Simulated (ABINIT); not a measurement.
**BaZrSe3 (P1): G0W0 in ABINIT against the bands in the screening**

Wanted: the cheapest bands in the screening that holds the gap of BaZrSe3 (P1).

Program: ABINIT 10.8.3. Level of theory: PBEsol and many-body steps on it, plane waves. Results are calculated unless marked as measured.

Report form: the programs' logs are mostly left out.

## Step 1: Starting point

It takes space group P1 (No. 1, triclinic). Conventional cell: a = 5.287 Å, b = 5.296 Å, c = 5.309 Å, α = 89.89°, β = 89.91°, γ = 89.96°. Nearest to Ba lie 12 Se at 3.63 to 3.88 Å. Nearest to Zr lie 6 Se at 2.57 to 2.75 Å. Se has 2 Zr at 2.61 to 2.70 Å and 4 Ba at 3.69 to 3.80 Å nearest. Se has 2 Zr at 2.62 to 2.69 Å and 4 Ba at 3.63 to 3.88 Å nearest. Nearest to Se lie 2 Zr at 2.57 to 2.75 Å and 4 Ba at 3.71 to 3.77 Å. Farther neighbours and most contacts between anions are not listed.

The cell and positions are those that the Materials Project relaxed with its own functionals (PBE, PBE+U or r2SCAN), kept fixed. Spin-orbit coupling is left out unless a step names it.

## Step 2: Screening, 2×2×2 mesh, 43 bands, screening to 106.1 eV

This step: ABINIT 10.8.3; RPA screening on PBEsol, plane waves, norm-conserving pseudopotentials.

The RPA dielectric matrix is built and inverted for each q.

Input file run.abi:

```
acell 3*1.0 Angstrom
rprim 
  5.287383000000 -0.000000000000 -0.000000000000
  0.003576000000 5.296392000000 -0.000000000000
  0.007950000000 0.010054000000 5.309462000000
ntypat 3
znucl 56 40 34
natom 5
typat 1 2 3 3 3
xred 
  0.998643000000 0.998478000000 0.998673000000
  0.476578000000 0.490069000000 0.476727000000
  0.488317000000 0.998506000000 0.502693000000
  0.983845000000 0.511636000000 0.518540000000
  0.492614000000 0.501310000000 0.993370000000
pp_dirpath "pseudos"
pseudos "Ba.upf, Zr.upf, Se.upf"
ecut 39
ngkpt 2 2 2
nshiftk 1
shiftk 0 0 0
kptopt 1
chksymbreak 0
istwfk *1
occopt 1
irdwfk 1
optdriver 3
nband 43
ecuteps 3.9
inclvkb 2
awtr 1
symchi 1
indata_prefix "in"
outdata_prefix "out"
tmpdata_prefix "tmp"
```

Started as:

```console
$ OMP_NUM_THREADS=1 mpirun -n 8 abinit run.abi > log
```

Run time: 9.1 s. Hardware: 8 MPI ranks of Arm Neoverse V2, shared host; peak memory 3.1 GiB.

Numbers from this step:

* ε∞ with local fields, on this mesh, along the program's q direction: 21.77
* the same without local fields: 29.29
* plasma frequency: 25.48 eV
* plane waves in the screening matrix: 365

Local fields lower ε∞ by 26 %. On a Γ-centred mesh this coarse the value itself is usually too large, while a short band sum pulls it down.

## Step 3: 43 bands

This step: G0W0 on PBEsol, plane waves, norm-conserving pseudopotentials.

run.abi: that of step 2 with these lines changed.

```diff
@@ -26,8 +26,17 @@
 irdwfk 1
-optdriver 3
-nband 43
+optdriver 4
+nband 96
+gwcalctyp 0
+ecutsigx 39
+symsigma 1
+nkptgw 2
+kptgw 
+  0.5000000000 0.5000000000 0.5000000000
+  0.0000000000 0.0000000000 0.0000000000
+bdgw 
+  34 37
+  34 37
 ecuteps 3.9
-inclvkb 2
-awtr 1
-symchi 1
+irdscr 1
+ppmodel 1
 indata_prefix "in"
```

Elapsed: 8.9 s, on 8 MPI ranks; peak memory 2.2 GiB; 71 s of CPU time.

Numbers from this step:

```
G0W0 gap on the points computed              : 1.931 eV
starting gap on the mesh                     : 0.1573 eV
k of the valence top                         : 0.5, 0.5, 0.5
k of the conduction bottom                   : 0, 0, 0
Z at the valence top                         : 0.765
Z at the conduction bottom                   : 0.758
least direct G0W0 gap on the computed points : 2.476 eV
```

## Step 4: Screening, 2×2×2 mesh, 49 bands, screening to 106.1 eV

This step: RPA screening on PBEsol, plane waves, norm-conserving pseudopotentials.

run.abi: that of step 3 with these lines changed.

```diff
@@ -26,17 +26,8 @@
 irdwfk 1
-optdriver 4
-nband 96
-gwcalctyp 0
-ecutsigx 39
-symsigma 1
-nkptgw 2
-kptgw 
-  0.5000000000 0.5000000000 0.5000000000
-  0.0000000000 0.0000000000 0.0000000000
-bdgw 
-  34 37
-  34 37
+optdriver 3
+nband 49
 ecuteps 3.9
-irdscr 1
-ppmodel 1
+inclvkb 2
+awtr 1
+symchi 1
 indata_prefix "in"
```

Wall time 13 s (8 MPI ranks); peak memory 3.7 GiB.

Numbers from this step:

- ε∞ with local fields, on this mesh, along the program's q direction: 23.14
- the same without local fields: 30.54
- plasma frequency: 25.48 eV
- plane waves in the screening matrix: 365

## Step 5: 49 bands

The self-energy is evaluated for the states that the input lists, and the levels follow from it, in one-shot runs by the linearised quasiparticle equation.

This step: G0W0 on PBEsol, plane waves, norm-conserving pseudopotentials.

run.abi: that of step 4 with these lines changed.

```diff
@@ -26,8 +26,17 @@
 irdwfk 1
-optdriver 3
-nband 49
+optdriver 4
+nband 96
+gwcalctyp 0
+ecutsigx 39
+symsigma 1
+nkptgw 2
+kptgw 
+  0.5000000000 0.5000000000 0.5000000000
+  0.0000000000 0.0000000000 0.0000000000
+bdgw 
+  34 37
+  34 37
 ecuteps 3.9
-inclvkb 2
-awtr 1
-symchi 1
+irdscr 1
+ppmodel 1
 indata_prefix "in"
```

The job ended after 8.9 s (8 MPI ranks; peak memory 2.2 GiB).

Numbers from this step:

```yaml
g0w0_gap_on_the_points_computed: 1.820 eV
starting_gap_on_the_mesh: 0.1573 eV
k_of_the_valence_top: 0.5, 0.5, 0.5
k_of_the_conduction_bottom: 0, 0, 0
z_at_the_valence_top: 0.773
z_at_the_conduction_bottom: 0.77
least_direct_g0w0_gap_on_the_computed_points: 2.344 eV
```

The gap on the mesh goes from 0.16 eV to 1.82 eV, a correction of +1.66 eV.

## Step 6: Screening, 2×2×2 mesh, 96 bands, screening to 106.1 eV

This step: RPA screening on PBEsol, plane waves, norm-conserving pseudopotentials.

run.abi: that of step 5 with these lines changed.

```diff
@@ -26,17 +26,8 @@
 irdwfk 1
-optdriver 4
+optdriver 3
 nband 96
-gwcalctyp 0
-ecutsigx 39
-symsigma 1
-nkptgw 2
-kptgw 
-  0.5000000000 0.5000000000 0.5000000000
-  0.0000000000 0.0000000000 0.0000000000
-bdgw 
-  34 37
-  34 37
 ecuteps 3.9
-irdscr 1
-ppmodel 1
+inclvkb 2
+awtr 1
+symchi 1
 indata_prefix "in"
```

Wall time 38 s (8 MPI ranks); peak memory 4 GiB.

Numbers from this step:

| Quantity | Value |
| --- | --- |
| ε∞ with local fields, on this mesh, along the program's q direction | 24.34 |
| the same without local fields | 31.08 |
| plasma frequency | 25.48 eV |
| plane waves in the screening matrix | 365 |

## Step 7: 96 bands

This step: G0W0 on PBEsol, plane waves, norm-conserving pseudopotentials.

run.abi: that of step 6 with these lines changed.

```diff
@@ -26,8 +26,17 @@
 irdwfk 1
-optdriver 3
+optdriver 4
 nband 96
+gwcalctyp 0
+ecutsigx 39
+symsigma 1
+nkptgw 2
+kptgw 
+  0.5000000000 0.5000000000 0.5000000000
+  0.0000000000 0.0000000000 0.0000000000
+bdgw 
+  34 37
+  34 37
 ecuteps 3.9
-inclvkb 2
-awtr 1
-symchi 1
+irdscr 1
+ppmodel 1
 indata_prefix "in"
```

Wall time 9 s (8 MPI ranks); peak memory 2.2 GiB; 71 s of CPU time.

This step gave:

```
G0W0 gap on the points computed              : 1.640 eV
starting gap on the mesh                     : 0.1573 eV
k of the valence top                         : 0.5, 0.5, 0.5
k of the conduction bottom                   : 0, 0, 0
least direct G0W0 gap on the computed points : 2.117 eV
```

Against the run before, the gap moves by −0.180 eV.

## Step 8: Screening, 2×2×2 mesh, 176 bands, screening to 106.1 eV

This step: RPA screening on PBEsol, plane waves, norm-conserving pseudopotentials.

run.abi: that of step 7 with these lines changed.

```diff
@@ -26,17 +26,8 @@
 irdwfk 1
-optdriver 4
-nband 96
-gwcalctyp 0
-ecutsigx 39
-symsigma 1
-nkptgw 2
-kptgw 
-  0.5000000000 0.5000000000 0.5000000000
-  0.0000000000 0.0000000000 0.0000000000
-bdgw 
-  34 37
-  34 37
+optdriver 3
+nband 176
 ecuteps 3.9
-irdscr 1
-ppmodel 1
+inclvkb 2
+awtr 1
+symchi 1
 indata_prefix "in"
```

The job ended after 79 s (8 MPI ranks; peak memory 4.8 GiB).

Numbers from this step:

| Item | Value |
| --- | --- |
| ε∞ with local fields, on this mesh, along the program's q direction | 24.49 |
| the same without local fields | 31.10 |
| plasma frequency | 25.48 eV |
| plane waves in the screening matrix | 365 |

## Step 9: 176 bands

This step: G0W0 on PBEsol, plane waves, norm-conserving pseudopotentials.

run.abi: that of step 8 with these lines changed.

```diff
@@ -26,8 +26,17 @@
 irdwfk 1
-optdriver 3
-nband 176
+optdriver 4
+nband 96
+gwcalctyp 0
+ecutsigx 39
+symsigma 1
+nkptgw 2
+kptgw 
+  0.5000000000 0.5000000000 0.5000000000
+  0.0000000000 0.0000000000 0.0000000000
+bdgw 
+  34 37
+  34 37
 ecuteps 3.9
-inclvkb 2
-awtr 1
-symchi 1
+irdscr 1
+ppmodel 1
 indata_prefix "in"
```

The job ended after 9 s (8 MPI ranks; peak memory 2.2 GiB).

This step gave:

| Quantity | Value |
| --- | --- |
| G0W0 gap on the points computed | 1.583 eV |
| starting gap on the mesh | 0.1573 eV |
| k of the valence top | 0.5, 0.5, 0.5 |
| k of the conduction bottom | 0, 0, 0 |
| least direct G0W0 gap on the computed points | 2.056 eV |

Against the run before, the gap moves by −0.057 eV.

## Step 10: The runs together

Times are wall times on 8 MPI ranks of Arm Neoverse V2, shared host, good to a factor of about two. A run's time includes the screening step that it read.

```csv
run,mesh,bands,screening cutoff (eV),DFT gap (eV),gap on the mesh (eV),direct (eV),ε∞ used,time
43 bands,2×2×2,96,106.1,0.157,1.931,2.476,21.77,18 s
49 bands,2×2×2,96,106.1,0.157,1.820,2.344,23.14,22 s
96 bands,2×2×2,96,106.1,0.157,1.640,2.117,24.34,47 s
176 bands,2×2×2,96,106.1,0.157,1.583,2.056,24.49,88 s
```

## Step 11: Results

| Item | Value |
| --- | --- |
| 43 bands | 1.931 eV |
| 49 bands | 1.820 eV |
| 96 bands | 1.640 eV |
| 176 bands | 1.583 eV |
| known limits | not at the basis limit; exchange with frozen shells missing; no spin-orbit coupling; coarse k mesh |

What this shows: The setting moved: bands in the screening. From 43 bands to 176 bands the gap moves by −0.35 eV, for 4.9 times the time. The last step still moves it by −0.057 eV. Bands and screening cutoff are coupled, so a series along one setting does not show full convergence. Bands and cutoff are finite, so the gap is not at the basis limit. The miss can reach some tenths of an eV and take either sign; the mesh is an error of its own. In the first G0W0 run levels were corrected at 2 k points alone, so a gap called «on the mesh» is the least over those, and an edge elsewhere would be missed. The 2×2×2 mesh is coarse for this cell, which bears on the long-range parts of exchange and screening. The norm-conserving file of at least one element keeps a d shell over frozen s and p shells of the same row. Exchange with those shells is missing from the self-energy, an error of 0.3 to 0.9 eV in cases checked, whose sign depends on which edge lies on those atoms. The many-body steps are scalar-relativistic: spin-orbit coupling is not in them.

[Paths, hosts, dates, memory and timing lines, banners, echoed tables and standing remarks are left out of the program output.]

[Logs are printed without paths, hosts, clocks, repeated set-up lines and the standing remarks that a program may print on its own settings, such as how far it seeks lower states.]

[Runs of the session that timed out or met a known fault of the program may be left out.]

[No measured gap is set beside runs whose start may be inverted or whose files or cutoffs have a known fault.]

[Hosts, paths, dates, database ids (printed as entryN), source tags and the programs' standing remarks are cut or masked in the printed files.]

[G0W0 gaps are taken among the corrected bands and points alone; a level outside them can change the order at an edge.]

[Where Ansatz stands beside ABINIT at settings called matched, ABINIT's density can come from a denser mesh and the files from another edition; pairs whose starting gaps differed by over 0.03 eV were left out, so agreement reads better than it is.]
